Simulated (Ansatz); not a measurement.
# How many bands does the GW gap of Sr3AlN3 (P6_3/m) need?, part 2 of 2

How do accuracy and time trade against each other in G0W0 on Sr3AlN3 (P6_3/m)?

Ansatz 0.2.0; G0W0 on PBE, plane waves, PAW; PAW set soft_1. Known limits of the many-body steps: not at the basis limit; no spin-orbit coupling; coarse k mesh.

So far. Step 4 (1031 empty bands, screening to 140 eV): Against the run with 3×3×4 mesh, 479 empty bands, screening to 84 eV, PAW set soft_1 files, the gap moves by +0.14 eV.

**5. Changing the k mesh: 3×3×2 mesh, 479 empty bands, screening to 84 eV, PAW set soft_1 files**

A second mesh at equal bands and cutoff isolates the sampling error. Bands and cutoff differ from the step before, so it is read against an earlier run that matches them.

input.yaml

```yaml
crystal:
  lattice:
    - [7.6614142586, 0.0, 0.0]
    - [-3.8307071293, 6.6349793769, 0.0]
    - [0.0, 0.0, 5.395857]
  atoms:
    - { symbol: Sr, position: [0.927824, 0.640649, 0.25] }
    - { symbol: Sr, position: [0.712825, 0.072176, 0.25] }
    - { symbol: Sr, position: [0.359351, 0.287175, 0.25] }
    - { symbol: Sr, position: [0.072176, 0.359351, 0.75] }
    - { symbol: Sr, position: [0.287175, 0.927824, 0.75] }
    - { symbol: Sr, position: [0.640649, 0.712825, 0.75] }
    - { symbol: Al, position: [0.66666667, 0.33333333, 0.75] }
    - { symbol: Al, position: [0.33333333, 0.66666667, 0.25] }
    - { symbol: "N", position: [0.893933, 0.589504, 0.75] }
    - { symbol: "N", position: [0.695571, 0.106067, 0.75] }
    - { symbol: "N", position: [0.410496, 0.304429, 0.75] }
    - { symbol: "N", position: [0.106067, 0.410496, 0.25] }
    - { symbol: "N", position: [0.304429, 0.893933, 0.25] }
    - { symbol: "N", position: [0.589504, 0.695571, 0.25] }
kpoints:
  mp_grid: { grid: [3, 3, 2] }
hamiltonian:
  xc: pbe
  pseudopotentials: { kind: paw, azcp: { folder: soft_1 } }
scf:
  occupations: { method: fixed }
gw:
  n_empty_bands: 479
  ecut_chi: 84
  qp_bands: [v4, c4]
  qp_kpoints: band_edges
  screening: { model: contour_deformation }
```

Started as:

```bash
$ ansatz run input.yaml --threads 2 --pin off --max-ram 92160MiB --backend cuda --events-out ev --progress --plain --runs-dir out --devices 1 --max-vram 13GiB
```

Numbers of over 12 decimals in the logs are rounded to 6 here.

Log:

```text
GPUs: using 1 of 1 available (devices: 1).
[...]
GPU FFT provider: cuFFT
GPU libraries: cuBLAS 13.8.2, cuFFT 12.4.0, cuSOLVER 12.3.4
Crystal: 14 atoms, lattice volume = 274.289 Å³
Basis set: ecut = 420 eV, 5329 PW (Γ)
Bands: 62, of which v1, the nominal top of the filled ones, is band 48 counted from 1 (47 counted from 0)
Symmetry: 12 space group operations
[...]
k-points: 6 of 18
[...]
0    52      9.9299    -5.3026    -3.9748    -9.3979  0.7028    10.0515    10.0505  root
[...]
5    49      9.2531    -6.9664    -3.7435   -11.0029  0.7170     9.5527     9.5461  root
     5    50      9.2531    -6.9664    -3.7435   -11.0029  0.7170     9.5527     9.5461  root
     5    51      9.8301    -5.3647    -3.7676    -9.3307  0.7261    10.0313    10.0284  root
     5    52      9.8301    -5.3647    -3.7676    -9.3307  0.7261    10.0313    10.0284  root
[key lines of the parts left out:]
SCF converged after 9 iterations
Free energy (F): -24655.392554 eV
Fermi energy:    7.260561 eV
```

It took 16 s on 1 × NVIDIA H100 80GB HBM3 (shared by 6 runs) with 2 threads of AMD EPYC 7R13 (Zen 3), shared host; peak memory 1.7 GiB; 15 s of CPU time.

This step gave:

* bands summed: 527
* RPA ε∞ on this mesh (eigenvalues): 5.403, 10.38, 10.38
* plane waves in the screening matrix: 453
* G0W0 gap on the mesh: 0.7606 eV
* k of the valence top: 0, 0, 0
* k of the conduction bottom: 0, 0, 0
* starting gap on the mesh: 0.4979 eV
* least direct G0W0 gap on the computed points: 0.7606 eV

Against the run with 3×3×4 mesh, 479 empty bands, screening to 84 eV, PAW set soft_1 files, the gap moves by −0.03 eV.

**6. Changing the frequency model: 3×3×4 mesh, 1031 empty bands, screening to 140 eV, plasmon pole, PAW set soft_1 files**

A plasmon pole stands in for the full frequency dependence of the screening; this run shows what that costs in accuracy. Bands and cutoff differ from the step before, so it is read against an earlier run that matches them.

Edit input.yaml of step 5 so:

```diff
@@ -21,3 +21,3 @@
 kpoints:
-  mp_grid: { grid: [3, 3, 2] }
+  mp_grid: { grid: [3, 3, 4] }
 hamiltonian:
@@ -28,6 +28,6 @@
 gw:
-  n_empty_bands: 479
-  ecut_chi: 84
+  n_empty_bands: 1031
+  ecut_chi: 140.0
   qp_bands: [v4, c4]
   qp_kpoints: band_edges
-  screening: { model: contour_deformation }
+  screening: { model: godby_needs }
```

Log:

```text
GPUs: using 1 of 1 available (devices: 1).
[...]
GPU FFT provider: cuFFT
GPU libraries: cuBLAS 13.8.2, cuFFT 12.4.0, cuSOLVER 12.3.4
Crystal: 14 atoms, lattice volume = 274.289 Å³
Basis set: ecut = 420 eV, 5329 PW (Γ)
Bands: 62, of which v1, the nominal top of the filled ones, is band 48 counted from 1 (47 counted from 0)
Symmetry: 12 space group operations
[...]
k-points: 9 of 36
[...]
0    52      9.9305    -5.2965    -4.0143    -9.3903  0.7987    10.0099    10.0099  root
[...]
8    49      9.2469    -6.9834    -3.7951   -11.0075  0.7899     9.4761     9.4758  root
     8    50      9.2469    -6.9834    -3.7951   -11.0075  0.7899     9.4761     9.4758  root
     8    51      9.8341    -5.3487    -3.8363    -9.3265  0.8035     9.9757     9.9756  root
     8    52      9.8341    -5.3487    -3.8363    -9.3265  0.8035     9.9757     9.9756  root
[key lines of the parts left out:]
SCF converged after 9 iterations
Free energy (F): -24655.477666 eV
Fermi energy:    7.260647 eV
```

Wall time 2.5 min (1 × NVIDIA H100 80GB HBM3 (shared by 6 runs) with 2 threads); peak memory 8.2 GiB; 4.2 min of CPU time.

This step gave:

```yaml
bands_summed: 1079
plasmon_pole_fit_frequency: 21.97 eV
rpa_eps_infinity_on_this_mesh_eigenvalues: 4.902, 8.574, 8.574
plane_waves_in_the_screening_matrix: 1037
g0w0_gap_on_the_mesh: 0.9112 eV
k_of_the_valence_top: 0, 0, 0
k_of_the_conduction_bottom: 0, 0, 0
starting_gap_on_the_mesh: 0.4963 eV
least_direct_g0w0_gap_on_the_computed_points: 0.9112 eV
```

Against the run with 3×3×4 mesh, 1031 empty bands, screening to 140 eV, PAW set soft_1 files, the gap moves by −0.02 eV.

**7. Changing the files and raising the bands: 3×3×4 mesh, 1529 empty bands, screening to 182 eV, hard PAW files**

Other atomic data (hard PAW) test the pseudisation: the cutoff goes from 420 to 900 eV and the valence electrons from 96 to 112, which opens shells that were frozen. Bands and screening cutoff change too, so the step is no clean test of the files.

This step: G0W0 on PBE, plane waves, PAW.

Edit input.yaml of step 6 so:

```diff
@@ -24,3 +24,3 @@
   xc: pbe
-  pseudopotentials: { kind: paw, azcp: { folder: soft_1 } }
+  pseudopotentials: { kind: paw, source: ansatz }
 scf:
@@ -28,6 +28,6 @@
 gw:
-  n_empty_bands: 1031
-  ecut_chi: 140.0
+  n_empty_bands: 1529
+  ecut_chi: 182.0
   qp_bands: [v4, c4]
   qp_kpoints: band_edges
-  screening: { model: godby_needs }
+  screening: { model: contour_deformation }
```

Log:

```text
GPUs: using 1 of 1 available (devices: 1).
[...]
GPU FFT provider: cuFFT
GPU libraries: cuBLAS 13.8.2, cuFFT 12.4.0, cuSOLVER 12.3.4
Crystal: 14 atoms, lattice volume = 274.289 Å³
Basis set: ecut = 900 eV, 16833 PW (Γ)
Bands: 70, of which v1, the nominal top of the filled ones, is band 56 counted from 1 (55 counted from 0)
Symmetry: 12 space group operations
[...]
k-points: 9 of 36
[...]
8    56      7.0054   -19.2486     3.0242   -15.7067  0.6644     6.4627     6.4877  root ?
     8    57      9.5069    -6.9900    -3.8727   -11.0153  0.7241     9.6608     9.6595  root
     8    58      9.5069    -6.9900    -3.8727   -11.0153  0.7241     9.6608     9.6595  root
     8    59     10.0948    -5.3490    -3.8949    -9.3277  0.7288    10.1791    10.1787  root
     8    60     10.0948    -5.3490    -3.8949    -9.3277  0.7288    10.1791    10.1787  root
[key lines of the parts left out:]
SCF converged after 9 iterations
Free energy (F): -28445.767159 eV
Fermi energy:    7.519181 eV
```

Run time: 3.6 min. Hardware: 1 × NVIDIA H100 80GB HBM3 (shared by 6 runs) with 2 threads; peak memory 9.5 GiB; 5.7 min of CPU time.

This step gave:

```yaml
bands_summed: 1585
rpa_eps_infinity_on_this_mesh_eigenvalues: 4.894, 8.538, 8.538
plane_waves_in_the_screening_matrix: 1529
g0w0_gap_on_the_mesh: 0.9848 eV
k_of_the_valence_top: 0, 0, 0
k_of_the_conduction_bottom: 0, 0, 0
starting_gap_on_the_mesh: 0.5014 eV
least_direct_g0w0_gap_on_the_computed_points: 0.9848 eV
```

Against the run with 3×3×4 mesh, 1031 empty bands, screening to 140 eV, PAW set soft_1 files, the gap moves by +0.05 eV.

**8. The runs together**

Times are wall times on 1 × NVIDIA H100 80GB HBM3 (shared by 6 runs) with 2 threads of AMD EPYC 7R13 (Zen 3), shared host, good to a factor of about two.

```csv
mesh,files,frequency,bands summed,cutoff (eV),start (eV),G0W0 (eV),time,host memory (GiB)
3×3×4,PAW set soft_1,contour deformation,217,42,0.496,0.566,22 s,1.3
3×3×4,PAW set soft_1,contour deformation,527,84,0.496,0.788,38 s,2.0
3×3×4,PAW set soft_1,contour deformation,1079,140,0.496,0.932,69 s,3.9
3×3×2,PAW set soft_1,contour deformation,527,84,0.498,0.761,16 s,1.7
3×3×4,PAW set soft_1,plasmon pole,1079,140,0.496,0.911,2.5 min,8.2
3×3×4,hard PAW,contour deformation,1585,182,0.501,0.985,3.6 min,9.5
```

The parts of the quasiparticle energy at the two band edges (eV; QP = start + Σx + Σc − Vxc):

```csv
run,edge,start,Σx,Σc,Vxc,Z,QP
217 bands,valence top,7.26,-19.74,3.64,-16.26,0.69,7.42
217 bands,conduction bottom,7.76,-6.65,-2.86,-9.74,0.76,7.98
527 bands,valence top,7.26,-19.74,3.29,-16.26,0.68,7.07
527 bands,conduction bottom,7.76,-6.65,-2.98,-9.74,0.75,7.86
1079 bands,valence top,7.26,-19.74,3.07,-16.26,0.67,6.85
1079 bands,conduction bottom,7.76,-6.65,-3.06,-9.74,0.75,7.78
```

**9. What came out**

```yaml
217_bands_42_ev: 0.566 eV
527_bands_84_ev: 0.788 eV
1079_bands_140_ev: 0.932 eV
estimated_limit_in_bands_and_cutoff: 1.07 eV
mesh_and_start: 3×3×4, PBE
```

A line in one over the bands through the two highest rungs gives 1.07 eV, +0.14 eV from the top rung; the pair below gives 0.94 eV, so the estimate is still climbing. The rungs stand 0.50 eV (217 bands), 0.28 eV (527 bands) and 0.14 eV (1079 bands) from it. From 217 to 1079 bands the gap moves by +0.37 eV while the time grows 3.2-fold. Σc changes by −0.57 eV at the valence top and −0.20 eV at the conduction bottom, so the valence edge carries most of the change. On the 3×3×2 mesh in place of 3×3×4 the gap differs by −0.03 eV, of which +0.002 eV is already in the start. The plasmon-pole model gives −0.02 eV against contour deformation, 5 % of the correction, and saved no time in this program. With hard PAW files and 1585 bands the gap is 0.98 eV; the line for the PAW set soft_1 files gives 0.98 eV at that count, a difference of +0.01 eV that holds the line's own error too. The 3×3×4 mesh is coarse for this cell (its supercell is 22 Å along the shortest edge). The RPA ε∞ on it, from the PBE start, is 4.90 and 8.57; such meshes misread the long-range screening, most where the gap is narrow. The many-body steps are scalar-relativistic: spin-orbit coupling is not in them.

[Paths, hosts, dates, memory and timing lines, banners, echoed tables and standing remarks are left out of the program output.]

[Logs are printed without paths, hosts, clocks, repeated set-up lines and the standing remarks that a program may print on its own settings, such as how far it seeks lower states.]

[Runs of the session that timed out or met a known fault of the program may be left out.]

[Cells called generated may have been cut or substituted from an entry of the Crystallography Open Database or the Materials Project.]

[Hosts, paths, dates, database ids (printed as entryN), source tags and the programs' standing remarks are cut or masked in the printed files.]
